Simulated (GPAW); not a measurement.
## CaO (Fm-3m): how ε∞ follows the gap

The empty bands of CaO (Fm-3m) are shifted up rigidly by Δ, and ε∞ is computed for each shift.

Cell: a, b, c = 3.403, 3.403, 3.403 Å (primitive vectors), 2 atoms.

Method: GPAW 26.7.0, PBE, RPA, k-mesh 12×12×12, local fields up to 50 eV, Lorentzian half width 0.15 eV.

Launch of the response step: `OMP_NUM_THREADS=1 python df.py`. The series took 88 s in all, its band step included, on 1 thread of Arm Neoverse V1, with other jobs on the host.

```
Δ (eV)     ε∞
  0.00  3.619
  0.40  3.507
  0.80  3.405
  1.20  3.312
  1.60  3.227
  2.00      ?
```

With one effective transition at E₀ and fixed dipole strength, ε∞ − 1 = A/(E₀ + Δ), so 1/(ε∞ − 1) is linear in Δ.

Working, on the rows shown:

| x = Δ (eV) | y = 1/(ε∞ − 1) |
| --- | --- |
| 0 | 0.381825 |
| 0.4 | 0.398883 |
| 0.8 | 0.4158 |
| 1.2 | 0.432526 |
| 1.6 | 0.449035 |

Means: x̄ = 0.8, ȳ = 0.41561. Σ(x − x̄)(y − ȳ) = 0.06722, Σ(x − x̄)² = 1.6. Slope = 0.06722 / 1.6 = 0.04202; intercept = ȳ − slope · x̄ = 0.382. Turned back into ε∞, the line misses the rows shown by at most 0.0012.

Problem. Predict the last column of the withheld row from the fit.

Solution. At x = 2 the line gives y = 0.46603, that is 3.146. The run gave 3.150, so the extrapolation is off by 0.0042, 0.9 % of the range in the table.

Refitted with all rows, the slope is 0.04169 and the intercept 0.38218. These give E₀ = intercept/slope = 9.2 eV, far above the least direct gap of 4.07 eV: most of the screening comes from transitions well over the edge. Over the first step ε∞ falls by 8 % per eV. Excitons are left out; PBE gaps are as a rule too small. The values come from a sum over the points of one k-mesh and carry its error, which grows as the direct gap shrinks. This version of GPAW has incomplete matrix elements in the optical limit, which can lower ε − 1 by up to a tenth where first-row anions or d states rule. The local-field cutoff holds few shells of reciprocal vectors for this small cell, so ε∞ can read a few per cent high.

[Logs are printed without paths, hosts, clocks, repeated set-up lines and the standing remarks that a program may print on its own settings, such as how far it seeks lower states.]
